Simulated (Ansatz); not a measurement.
# How Au(111) screens a field, part 2 of 2

Where does the screening charge of Au(111) sit?

Ansatz 0.2.0; plane-wave DFT, r2SCAN, Ansatz PAW (the session's first sound run).

So far. Step 6 (Single point, field -0.1 V/Å): The dipole is -0.0590 e·Å.

### Step 7. Single point, field 0.2 V/Å

input.yaml reads:

```yaml
crystal:
  lattice:
    - [2.8849956672, 0.0, 0.0]
    - [1.4424978336, 2.4984795376, 0.0]
    - [0.0, 0.0, 29.7779454915]
  atoms:
    - { symbol: Au, position: [0.3333333333, 0.3333333333, 0.3022371037] }
    - { symbol: Au, position: [0.6666666667, 0.6666666667, 0.3813422622] }
    - { symbol: Au, position: [0.0, 0.0, 0.4604474207] }
    - { symbol: Au, position: [0.3333333333, 0.3333333333, 0.5395525793] }
    - { symbol: Au, position: [0.6666666667, 0.6666666667, 0.6186577378] }
    - { symbol: Au, position: [0.0, 0.0, 0.6977628963] }
kpoints:
  mp_grid: { grid: [24, 24, 1] }
hamiltonian:
  xc: r2scan
scf:
  occupations: { method: fermi_dirac, width: 0.1 }
  convergence: { dr2_threshold: 1.0e-10 }
efield:
  axis: 3
  dipole_correction: true
  ramp_position: 0.97
  ramp_width: 0.06
  amplitude: 0.2
output:
  forces: true
  write_potential: true
  write_density: true
  volumetric_format: npy
```

Started as:

```
> ansatz run input.yaml --threads 8 --pin off --max-ram 12288MiB --backend cpu --events-out ev --progress --plain --runs-dir out
```

Numbers of over 12 decimals in the logs are rounded to 6 here.

What it wrote:

```text
[...]
Crystal: 6 atoms, lattice volume = 214.642 Å³
Basis set: ecut = 500 eV, 5389 PW (Γ), exchange–correlation on 96×96×900 points (64 copies of the dense FFT grid, shifted against one another)
Bands: 69, of which v1, the nominal top of the filled ones, is band 57 counted from 1 (56 counted from 0)
Symmetry: 6 space group operations
k-points: 61 of 576 (time reversal used)
[...]
k-point 0: bands = [... 53 lower, 4.2778, 4.2778, 4.6721, 4.6721, 4.8373, 4.8373, 6.2834, 7.0739, ... 8 higher]
  k-point 1: bands = [... 53 lower, 4.2785, 4.4663, 4.5947, 4.6732, 4.8400, 4.8666, 6.4228, 7.2579, ... 8 higher]
  k-point 2: bands = [... 53 lower, 4.2797, 4.3331, 4.4966, 4.6763, 4.8480, 5.1753, 6.7595, 7.7244, ... 8 higher]
  k-point 60: bands = [... 53 lower, 4.7506, 9.8468, 9.8891, 9.8903, 10.3544, 10.5600, 10.5722, 12.0049, ... 8 higher]
[key lines of the parts left out:]
SCF converged after 16 iterations
Free energy (F): -78980.277006 eV
Fermi energy:    7.021778 eV
Dipole field:    D = 0.099523 V/Å  (p = 0.118053 e·Å, saw-weighted, corrected)
```

Wall time 81 s (8 threads of Arm Neoverse N1, shared host); peak memory 1.8 GiB; 11 min of CPU time.

The dipole is 0.118 e·Å.

### Step 8. Atoms held, field -0.2 V/Å

Changes to input.yaml since step 7:

```diff
@@ -24,3 +24,3 @@
   ramp_width: 0.06
-  amplitude: 0.2
+  amplitude: -0.2
 output:
```

What it wrote:

```text
[...]
Crystal: 6 atoms, lattice volume = 214.642 Å³
Basis set: ecut = 500 eV, 5389 PW (Γ), exchange–correlation on 96×96×900 points (64 copies of the dense FFT grid, shifted against one another)
Bands: 69, of which v1, the nominal top of the filled ones, is band 57 counted from 1 (56 counted from 0)
Symmetry: 6 space group operations
k-points: 61 of 576 (time reversal used)
[...]
k-point 0: bands = [... 53 lower, 4.2778, 4.2778, 4.6721, 4.6721, 4.8373, 4.8373, 6.2834, 7.0739, ... 8 higher]
  k-point 1: bands = [... 53 lower, 4.2785, 4.4663, 4.5947, 4.6732, 4.8400, 4.8666, 6.4228, 7.2579, ... 8 higher]
  k-point 2: bands = [... 53 lower, 4.2797, 4.3331, 4.4966, 4.6763, 4.8480, 5.1753, 6.7595, 7.7244, ... 8 higher]
  k-point 60: bands = [... 53 lower, 4.7506, 9.8468, 9.8891, 9.8903, 10.3544, 10.5600, 10.5722, 12.0049, ... 8 higher]
[key lines of the parts left out:]
SCF converged after 16 iterations
Free energy (F): -78980.277006 eV
Fermi energy:    7.021778 eV
Dipole field:    D = -0.099524 V/Å  (p = -0.118054 e·Å, saw-weighted, corrected)
```

It took 81 s on 8 threads; peak memory 1.8 GiB.

The dipole is -0.118 e·Å.

### Step 9. Atoms held, field 0.4 V/Å

Changes to input.yaml since step 8:

```diff
@@ -24,3 +24,3 @@
   ramp_width: 0.06
-  amplitude: -0.2
+  amplitude: 0.4
 output:
@@ -30 +30,2 @@
   volumetric_format: npy
+  elf: true
```

What it wrote:

```text
[...]
Crystal: 6 atoms, lattice volume = 214.642 Å³
Basis set: ecut = 500 eV, 5389 PW (Γ), exchange–correlation on 96×96×900 points (64 copies of the dense FFT grid, shifted against one another)
Bands: 69, of which v1, the nominal top of the filled ones, is band 57 counted from 1 (56 counted from 0)
Symmetry: 6 space group operations
k-points: 61 of 576 (time reversal used)
[...]
k-point 0: bands = [... 53 lower, 4.2729, 4.2729, 4.6673, 4.6673, 4.8326, 4.8326, 6.2731, 7.0734, ... 8 higher]
  k-point 1: bands = [... 53 lower, 4.2736, 4.4614, 4.5898, 4.6684, 4.8353, 4.8617, 6.4135, 7.2565, ... 8 higher]
  k-point 2: bands = [... 53 lower, 4.2749, 4.3275, 4.4924, 4.6714, 4.8432, 5.1702, 6.7516, 7.7212, ... 8 higher]
  k-point 60: bands = [... 53 lower, 4.7457, 9.8418, 9.8835, 9.8860, 10.3495, 10.5491, 10.5735, 11.9991, ... 8 higher]
[key lines of the parts left out:]
SCF converged after 18 iterations
Free energy (F): -78980.312427 eV
Fermi energy:    7.016720 eV
Dipole field:    D = 0.199109 V/Å  (p = 0.236181 e·Å, saw-weighted, corrected)
```

Elapsed: 85 s, on 8 threads; peak memory 1.8 GiB.

Running mean over 2.356 Å of the planar mean, with the applied field; the ramp of the sawtooth is left out. Table of electron's electrostatic potential energy less the Fermi level by z:

```
z (Å)  electron's electrostatic potential energy less the Fermi level (eV)
    4                                                                 3.79
    5                                                                 4.19
    6                                                                 4.52
    7                                                                 3.89
    8                                                                -3.31
    9                                                                -8.05
   10                                                                -8.44
   11                                                                -8.58
   12                                                                -8.61
   13                                                                -8.61
   14                                                                -8.62
   15                                                                -8.62
   16                                                                -8.62
   17                                                                -8.61
   18                                                                -8.61
   19                                                                -8.55
   20                                                                -8.39
   21                                                                -7.70
   22                                                                -1.13
   23                                                                 4.98
   24                                                                 5.84
   25                                                                 6.26
   26                                                                 6.66
```

The dipole is 0.236 e·Å.

### Step 10. The response

This step: plane-wave DFT, r2SCAN, Ansatz PAW; screening of a field by a metal slab (Ansatz 0.2.0).

The dipoles give the slope, and the difference of two potentials shows where the field is screened.

This step gave:

| Item | Value |
| --- | --- |
| equivalent conductor thickness p/(ε₀AE) | 14.82 Å |
| distance between the outer atoms | 11.78 Å |
| inner field over outer field | -0.001017 |
| image plane, upper face | 1.502 Å |
| induced electrons on the upper face over ε₀E | -1.003 |
| image plane, lower face | 1.502 Å |
| induced electrons on the lower face over ε₀E | 1.003 |

Table of dipole of the cell by applied field:

| applied field (V/Å) | dipole of the cell (e·Å) |
| --- | --- |
| -0.200 | -0.118 |
| -0.100 | -0.0590 |
| -0.050 | -0.0295 |
| 0.000 | 6.8e-7 |
| 0.050 | 0.0295 |
| 0.100 | 0.0590 |
| 0.200 | 0.118 |
| 0.400 | 0.236 |

Local field over the applied field, running mean. From the potentials at -0.05 and 0.05 V/Å; running mean over 2.356 Å. Table of local field over applied field by z:

z (Å), local field over applied field and a bar from the least value:
```
        5      0.992 ##############################
        6      0.941 ############################
        7      0.703 #####################
        8      0.302 #########
        9      0.030 #
       10      0.004 
       11      0.009 
       12      0.001 
       13      0.002 
       14     -0.001 
       15     -0.001 
       16      0.000 
       17      0.002 
       18      0.001 
       19      0.008 
       20      0.003 
       21      0.067 ##
       22      0.388 ############
       23      0.781 ########################
       24      0.961 #############################
       25      0.995 ##############################
```

Electrons, planar mean, per unit field. Induced electron density against z:

```csv
z (Å),induced electron density (e/Å³ per V/Å)
5,3.8e-5
6,3.2e-4
7,0.00187
8,0.00406
9,6.9e-5
10,-4.3e-4
11,-3.2e-5
12,-4.5e-5
13,4.9e-5
14,-5.7e-6
15,-3.4e-6
16,-2.8e-5
17,-4.5e-5
18,1.9e-4
19,-3.2e-4
20,5.4e-4
21,3.5e-5
22,-0.00419
23,-0.00132
24,-2.0e-4
25,-2.4e-5
```

By hand: between -0.05 and 0.05 V/Å the dipole changes by 0.05904 e·Å, a slope of 0.5904 e·Å²/V. A perfect conductor of thickness t has p = ε₀AEt, so t = 180.95 × 0.5904 / 7.208 = 14.82 Å (e/ε₀ = 180.95 V·Å, A in Å²). Less the 11.78 Å between the outer atoms, and halved, that puts each image plane 1.52 Å out.

The induced dipole is that of a conductor 14.82 Å thick.

### Step 11. The same run with other settings

This step: plane-wave DFT, r2SCAN, Ansatz PAW, but for the change named below (Ansatz 0.2.0).

A run with a changed input: it repeats the earlier run at 0.05 V/Å with basis.ecutwfc to 600 eV, magnetization to spin_polarized: true and crystal.symmetry to detect: false.

input.yaml reads:

```yaml
crystal:
  lattice:
    - [2.8849956672, 0.0, 0.0]
    - [1.4424978336, 2.4984795376, 0.0]
    - [0.0, 0.0, 29.7779454915]
  atoms:
    - { symbol: Au, position: [0.3333333333, 0.3333333333, 0.3022371037], spin: -2.0 }
    - { symbol: Au, position: [0.6666666667, 0.6666666667, 0.3813422622], spin: -4.0 }
    - { symbol: Au, position: [0.0, 0.0, 0.4604474207], spin: -1.0 }
    - { symbol: Au, position: [0.3333333333, 0.3333333333, 0.5395525793], spin: -1.0 }
    - { symbol: Au, position: [0.6666666667, 0.6666666667, 0.6186577378], spin: 2.0 }
    - { symbol: Au, position: [0.0, 0.0, 0.6977628963], spin: -0.5 }
  symmetry: { detect: false }
kpoints:
  mp_grid: { grid: [24, 24, 1] }
hamiltonian:
  xc: r2scan
scf:
  occupations: { method: fermi_dirac, width: 0.1 }
  convergence: { dr2_threshold: 1.0e-10 }
efield:
  axis: 3
  dipole_correction: true
  ramp_position: 0.97
  ramp_width: 0.06
  amplitude: 0.05
output:
  forces: true
  write_potential: true
  write_density: true
  volumetric_format: npy
basis:
  ecutwfc: "600 eV"
magnetization:
  spin_polarized: true
```

What it wrote:

```text
[...]
Crystal: 6 atoms, lattice volume = 214.642 Å³
Basis set: ecut = 600 eV, 7103 PW (Γ), exchange–correlation on 96×96×960 points (64 copies of the dense FFT grid, shifted against one another)
Bands: 75, of which v1, the nominal top of the filled ones, is band 57 counted from 1 (56 counted from 0)
Symmetry: 1 space group operations
k-points: 290 of 576 (time reversal used)
[...]
Starting moments: Σ|m| = 10.5 μB on 6 of 6 sites
[...]
SCF iter   1: F=—  HF=-78976.410317 eV  |F-HF|=—  |Δ(HF+E_count)|=         —  Δρ=8.78e-2 (↑7.44e-2 ↓8.78e-2)  dr2=4.77e0  dr2_τ=9.11e-1  dr2_m=1.24e1  M=-0.577 μB ∫|m|=1.152 μB  β_m=0.30  ethr=3.10e-3  p=0.000 e·Å  D=1.12e-13 V/Å  ΔV_dip=-0.00 eV  dr2_dipole=1.06e0  V_vac-E_F(+/−)=4.99/3.62 eV  ⟨swp⟩=9.7  Hψ=207350  notcnv=0  defer=1263
[...]
spin=Collinear: LDOS preconditioning applied to the charge; magnetization (m = ρ↑ − ρ↓) channel mixes plain (no charge-response kernel on spin).
SCF iter   2: F=—  HF=-78977.295900 eV  |F-HF|=—  |Δ(HF+E_count)|=   8.86e-1  Δρ=6.18e-2 (↑5.74e-2 ↓6.18e-2)  dr2=1.70e0  dr2_τ=8.77e-2  dr2_m=6.86e0  M=-0.396 μB ∫|m|=0.766 μB  β_m=0.30  ethr=3.10e-3  p=0.009 e·Å  D=7.35e-3 V/Å  ΔV_dip=-0.22 eV  dr2_dipole=5.63e-1  V_vac-E_F(+/−)=5.16/4.02 eV  ⟨swp⟩=2.3  Hψ=63548  notcnv=0  defer=5122  κ⁻¹=1.0e0(r=1)
[...]
SCF iter   7: F=—  HF=-78980.147175 eV  |F-HF|=—  |Δ(HF+E_count)|=   1.10e-1  Δρ=1.22e-2 (↑1.21e-2 ↓1.22e-2)  dr2=1.85e-4  dr2_τ=3.18e-3  dr2_m=2.89e-1  M=-0.079 μB ∫|m|=0.192 μB  β_m=0.33  ethr=4.17e-6  p=0.030 e·Å  D=2.50e-2 V/Å  ΔV_dip=-0.74 eV  dr2_dipole=2.78e-5  V_vac-E_F(+/−)=5.46/4.84 eV  ⟨swp⟩=2.0  Hψ=60367  notcnv=0  defer=5292
[...]
spin-set hold released at iteration 7 (site moments contracting): the magnetisation degrees of freedom join the quasi-Newton model from the next iteration; the mixer history was flushed
SCF iter   8: F=—  HF=-78980.211207 eV  |F-HF|=—  |Δ(HF+E_count)|=   6.40e-2  Δρ=8.56e-3 (↑8.54e-3 ↓8.56e-3)  dr2=3.26e-5  dr2_τ=1.64e-3  dr2_m=1.44e-1  M=-0.056 μB ∫|m|=0.143 μB  β_m=0.30  ethr=1.62e-7  p=0.030 e·Å  D=2.50e-2 V/Å  ΔV_dip=-0.74 eV  dr2_dipole=1.80e-6  V_vac-E_F(+/−)=5.47/4.85 eV  ⟨swp⟩=3.0  Hψ=95491  notcnv=0  defer=5292  κ⁻¹=1.0e0(r=1)
[...]
SCF iter  21: F=-78980.272989 eV  HF=-78980.272989 eV  |F-HF|=1.46e-11  |Δ(HF+E_count)|=  2.91e-11  Δρ=2.87e-8 (↑2.39e-8 ↓2.87e-8)  dr2=5.87e-11  dr2_τ=1.24e-13  dr2_m=5.75e-13  M=-0.000 μB ∫|m|=0.000 μB  ethr=1.00e-12  p=0.030 e·Å  D=2.49e-2 V/Å  ΔV_dip=-0.74 eV  dr2_dipole=7.84e-12  V_vac-E_F(+/−)=5.46/4.84 eV  ⟨swp⟩=7.9  Hψ=201358  notcnv=0
SCF 1 converged in 21 iterations: F = -78980.272989 eV  dr2 = 5.87e-11
[...]
WARN: the starting moments were not kept: the SCF closed with an absolute magnetisation of 1.6e-6 μB, where they sum to 10.5 μB in size (6 sites). That is at most 0.1 of that sum. Measured as dr2_m measures the in/out step, that magnetisation stands 2.1e-13 eV from none, at or under the dr2_threshold of 1.0e-10 eV: it is no larger than a step whose dr2_m would equal this threshold. The system may hold no moment; this [...]
[...]
this state was not tested for a lower state beside it, because the mixer in use, unlike msr1, does not test its closes by its own steps (another_mixer; see scf.mixing.algorithm and scf.lower_state_search)
SCF converged after 21 iterations
[...]
Magnetization: -0.0000 μB (57.0000 up, 57.0000 down)
Absolute magnetization: 0.0000 μB (∫|ρ↑−ρ↓|, with the PAW one-centre terms)
[...]
Per-site moments (μB) at R_I (Å): [(-3.280804748987426e-8, 1.190061), (-3.136613792549551e-8, 1.190061), (1.0975937350369315e-9, 1.190061), (-2.552053651339046e-8, 1.190061), (1.9049389154119464e-8, 1.190061), (-4.1706443169392344e-8, 1.190061)]
Free energy (F): -78980.272989 eV
[...]
Internal energy: -78980.213742 eV  (E = F + TS)
E sigma→0 (E₀):  -78980.243366 eV
Entropy (-TS):   -0.059247 eV (-9.875 meV/atom)
Fermi energy:    7.023104 eV
Dipole field:    D = 0.024882 V/Å  (p = 0.029515 e·Å, saw-weighted, corrected)
Work function:   not extracted (applied field tilts the vacuum); planar V_es + V_field profile in the machine report
[...]
--- Forces (eV/Å), atoms counted from 1 ---
  atom   1  Au    -0.00000000     0.00000000    -0.31215458
  atom   2  Au    -0.00000000    -0.00000000     0.11676264
  atom   3  Au     0.00000000     0.00000000    -0.01294144
  atom   4  Au     0.00000000     0.00000000     0.01345531
  atom   5  Au    -0.00000000    -0.00000000    -0.11481338
  atom   6  Au     0.00000000     0.00000000     0.30969315
  max |Σ_I F_I| component: 1.69e-6 eV/Å
--- Band table (eV; the first three rows and the last of 580) ---
  k-point 0 ↑: bands = [... 53 lower, 4.2793, 4.2793, 4.6736, 4.6736, 4.8388, 4.8388, 6.2864, 7.0735, ... 14 higher]
  k-point 1 ↑: bands = [... 53 lower, 4.2800, 4.4677, 4.5963, 4.6747, 4.8415, 4.8681, 6.4255, 7.2579, ... 14 higher]
  k-point 2 ↑: bands = [... 53 lower, 4.2812, 4.3348, 4.4979, 4.6778, 4.8495, 5.1768, 6.7617, 7.7250, ... 14 higher]
  k-point 289 ↓: bands = [... 53 lower, 5.3808, 6.7683, 7.5984, 8.0817, 8.2352, 8.5202, 8.5237, 10.5024, ... 14 higher]
```

It took 19 min on 8 threads; peak memory 8.9 GiB; 2.5 h of CPU time.

This step gave:

| Property | Result |
| --- | --- |
| energy at zero smearing | -78980.2434 eV |
| dipole along the normal | 0.02951 e·Å |

Force by atom:

```
atom  x (eV/Å)  y (eV/Å)  z (eV/Å)   size
 Au1     0.000     0.000    -0.312  0.312
 Au2     0.000     0.000     0.117  0.117
 Au3     0.000     0.000    -0.013  0.013
 Au4     0.000     0.000     0.013  0.013
 Au5     0.000     0.000    -0.115  0.115
 Au6     0.000     0.000     0.310  0.310
```

| quantity | this run | earlier run | difference |
| --- | --- | --- | --- |
| dipole along the normal (e·Å) | 0.02951 | 0.02952 | -3.3e-6 |

The dipole moves by under 0.5 % or 5e-5 e·Å. The run took 21 SCF cycles against 13.

### Step 12. The same run with other settings

This step: plane-wave DFT, r2SCAN, Ansatz PAW (Ansatz 0.2.0).

Another changed input: it repeats the earlier run at 0.05 V/Å with efield.dipole_correction from true to false and efield.amplitude from 0.05 to 0.1.

input.yaml, the sections that differ from step 11:

```yaml
crystal:
  lattice:
    - [2.8849956672, 0.0, 0.0]
    - [1.4424978336, 2.4984795376, 0.0]
    - [0.0, 0.0, 29.7779454915]
  atoms:
    - { symbol: Au, position: [0.3333333333, 0.3333333333, 0.3022371037] }
    - { symbol: Au, position: [0.6666666667, 0.6666666667, 0.3813422622] }
    - { symbol: Au, position: [0.0, 0.0, 0.4604474207] }
    - { symbol: Au, position: [0.3333333333, 0.3333333333, 0.5395525793] }
    - { symbol: Au, position: [0.6666666667, 0.6666666667, 0.6186577378] }
    - { symbol: Au, position: [0.0, 0.0, 0.6977628963] }
efield:
  axis: 3
  dipole_correction: false
  ramp_position: 0.97
  ramp_width: 0.06
  amplitude: 0.1
# kpoints, hamiltonian, scf, output: as in step 11
# basis: removed
# magnetization: removed
```

What it wrote:

```text
[...]
Crystal: 6 atoms, lattice volume = 214.642 Å³
Basis set: ecut = 500 eV, 5389 PW (Γ), exchange–correlation on 96×96×900 points (64 copies of the dense FFT grid, shifted against one another)
Bands: 69, of which v1, the nominal top of the filled ones, is band 57 counted from 1 (56 counted from 0)
Symmetry: 6 space group operations
k-points: 61 of 576 (time reversal used)
[...]
SCF iter   1: F=—  HF=-78980.492825 eV  |F-HF|=—  |Δ(HF+E_count)|=         —  Δρ=1.18e-2  dr2=7.21e0  dr2_τ=3.22e-2  ethr=1.77e-3  p=0.000 e·Å  V_vac-E_F(+/−)=6.24/3.50 eV  ⟨swp⟩=7.7  Hψ=17751  notcnv=0  defer=139
[...]
SCF iter  16: F=-78980.271075 eV  HF=-78980.271075 eV  |F-HF|=8.73e-11  |Δ(HF+E_count)|=  1.02e-10  Δρ=1.68e-8  dr2=5.34e-12  dr2_τ=7.29e-14  ethr=1.00e-12  p=0.117 e·Å  V_vac-E_F(+/−)=6.36/3.86 eV  ⟨swp⟩=9.1  Hψ=21895  notcnv=0
SCF 1 converged in 16 iterations: F = -78980.271075 eV  dr2 = 5.34e-12
[...]
SCF converged after 16 iterations
[...]
Free energy (F): -78980.271075 eV
[...]
Internal energy: -78980.211833 eV  (E = F + TS)
E sigma→0 (E₀):  -78980.241454 eV
Entropy (-TS):   -0.059242 eV (-9.874 meV/atom)
Fermi energy:    7.021793 eV
Dipole field:    D = 0.099048 V/Å  (p = 0.117490 e·Å, saw-weighted)
Work function:   not extracted (applied field tilts the vacuum); planar V_es + V_field profile in the machine report
[...]
--- Forces (eV/Å), atoms counted from 1 ---
  atom   1  Au     0.00000000     0.00000000    -0.31668151
  atom   2  Au    -0.00000000     0.00000000     0.11955412
  atom   3  Au     0.00000000    -0.00000000    -0.01216564
  atom   4  Au    -0.00000000     0.00000000     0.01422305
  atom   5  Au     0.00000000    -0.00000000    -0.11183073
  atom   6  Au    -0.00000000    -0.00000000     0.30691558
  max |Σ_I F_I| component: 1.49e-5 eV/Å
--- Band table (eV; the first three rows and the last of 61) ---
  k-point 0: bands = [... 53 lower, 4.2778, 4.2778, 4.6721, 4.6721, 4.8373, 4.8373, 6.2835, 7.0739, ... 8 higher]
  k-point 1: bands = [... 53 lower, 4.2785, 4.4663, 4.5948, 4.6733, 4.8400, 4.8666, 6.4228, 7.2579, ... 8 higher]
  k-point 2: bands = [... 53 lower, 4.2798, 4.3331, 4.4966, 4.6763, 4.8480, 5.1753, 6.7595, 7.7244, ... 8 higher]
  k-point 60: bands = [... 53 lower, 4.7506, 9.8468, 9.8891, 9.8904, 10.3544, 10.5601, 10.5722, 12.0050, ... 8 higher]
```

Wall time 80 s (8 threads); peak memory 1.8 GiB; 10 min of CPU time.

```csv
quantity,this run,earlier run,difference
dipole along the normal (e·Å),0.1175,0.02952,0.088
```

The applied field differs, and the slope found earlier predicts a dipole of 0.0590 e·Å; this run gives 0.117 e·Å, 0.058 e·Å more.

With the dipole correction off, the periodic images add a field of their own to the typed one.

These numbers are not those of the isolated slab.

### Step 13. Summary of results

* work function: 5.17 eV
* image plane, upper face: 1.50 Å
* induced electrons on the upper face over ε₀E: -1.00
* equivalent conductor thickness p/(ε₀AE): 14.8 Å
* inner field over outer field: -0.00102

The induced charge has its centre 1.50 Å outside the outermost atoms; this is the plane from which a capacitor's gap or an image potential counts. The equivalent conductor thickness exceeds the distance between the outer atoms by 3.04 Å, about the sum of the two image-plane distances. In the middle of the slab the field is screened to under 0.5 % of its outer value. The atoms are held at bulk positions with the tabulated experimental lattice constant.

[Logs are printed without paths, hosts, clocks, repeated set-up lines and the standing remarks that a program may print on its own settings, such as how far it seeks lower states.]

[Hosts, paths, dates, database ids (printed as entryN), source tags and the programs' standing remarks are cut or masked in the printed files.]

[Maps of the electrostatic potential energy from Ansatz leave out the sawtooth potential of an applied field or a dipole correction, so their vacuum need not be flat; planar profiles and work functions include it.]
